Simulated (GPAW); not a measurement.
# Polarising Sc2COS MXene monolayer with a field along the normal

The dipole of the cell at several fields, atoms fixed. What does the strongest field give, and what length does the slope stand for?

Set-up. GPAW 26.7.0, plane waves (500 eV), PAW setups, PBE, 12×12 mesh, a dipole layer in the vacuum; geometry relaxed without an applied field with GPAW. The cell's area is 9.48 Å², and e/ε0 = 180.95 V Å.

What came out, but for one run:

```
field (V/Å)  dipole (e Å)
       −0.2       −0.0464
       −0.1       −0.0111
      −0.05        0.0066
       0.05        0.0419
        0.1        0.0595
        0.2        0.0948
        0.3             ?
```

**Question.** What is the dipole at 0.3 V/Å?

**Working.** A line through the 6 points has the slope α = 0.353 e Å per V/Å and the intercept p₀ = 0.0242 e Å (r.m.s. residual 2.4e−05). At 0.3 V/Å it gives p = 0.0242 + 0.353 × 0.3 = 0.1301 e Å; the run gives 0.1302 e Å, so the response stays linear to 0.0 % of the induced part. Dividing by ε0 and the area: α/(ε0 A) = 0.353 × 180.95 / 9.48 = 6.74 Å, against 5.29 Å between the outer nuclei.

Caveats: This is the electronic response alone; ions that move would add to it in polar layers. No run was spin-polarised, so magnetic states weren't tested. Layers with unlike faces were relaxed with their cell in a fully periodic cell without the dipole layer, so their atoms felt a small spurious field.

[Logs are printed without paths, hosts, clocks, repeated set-up lines and the standing remarks that a program may print on its own settings, such as how far it seeks lower states.]
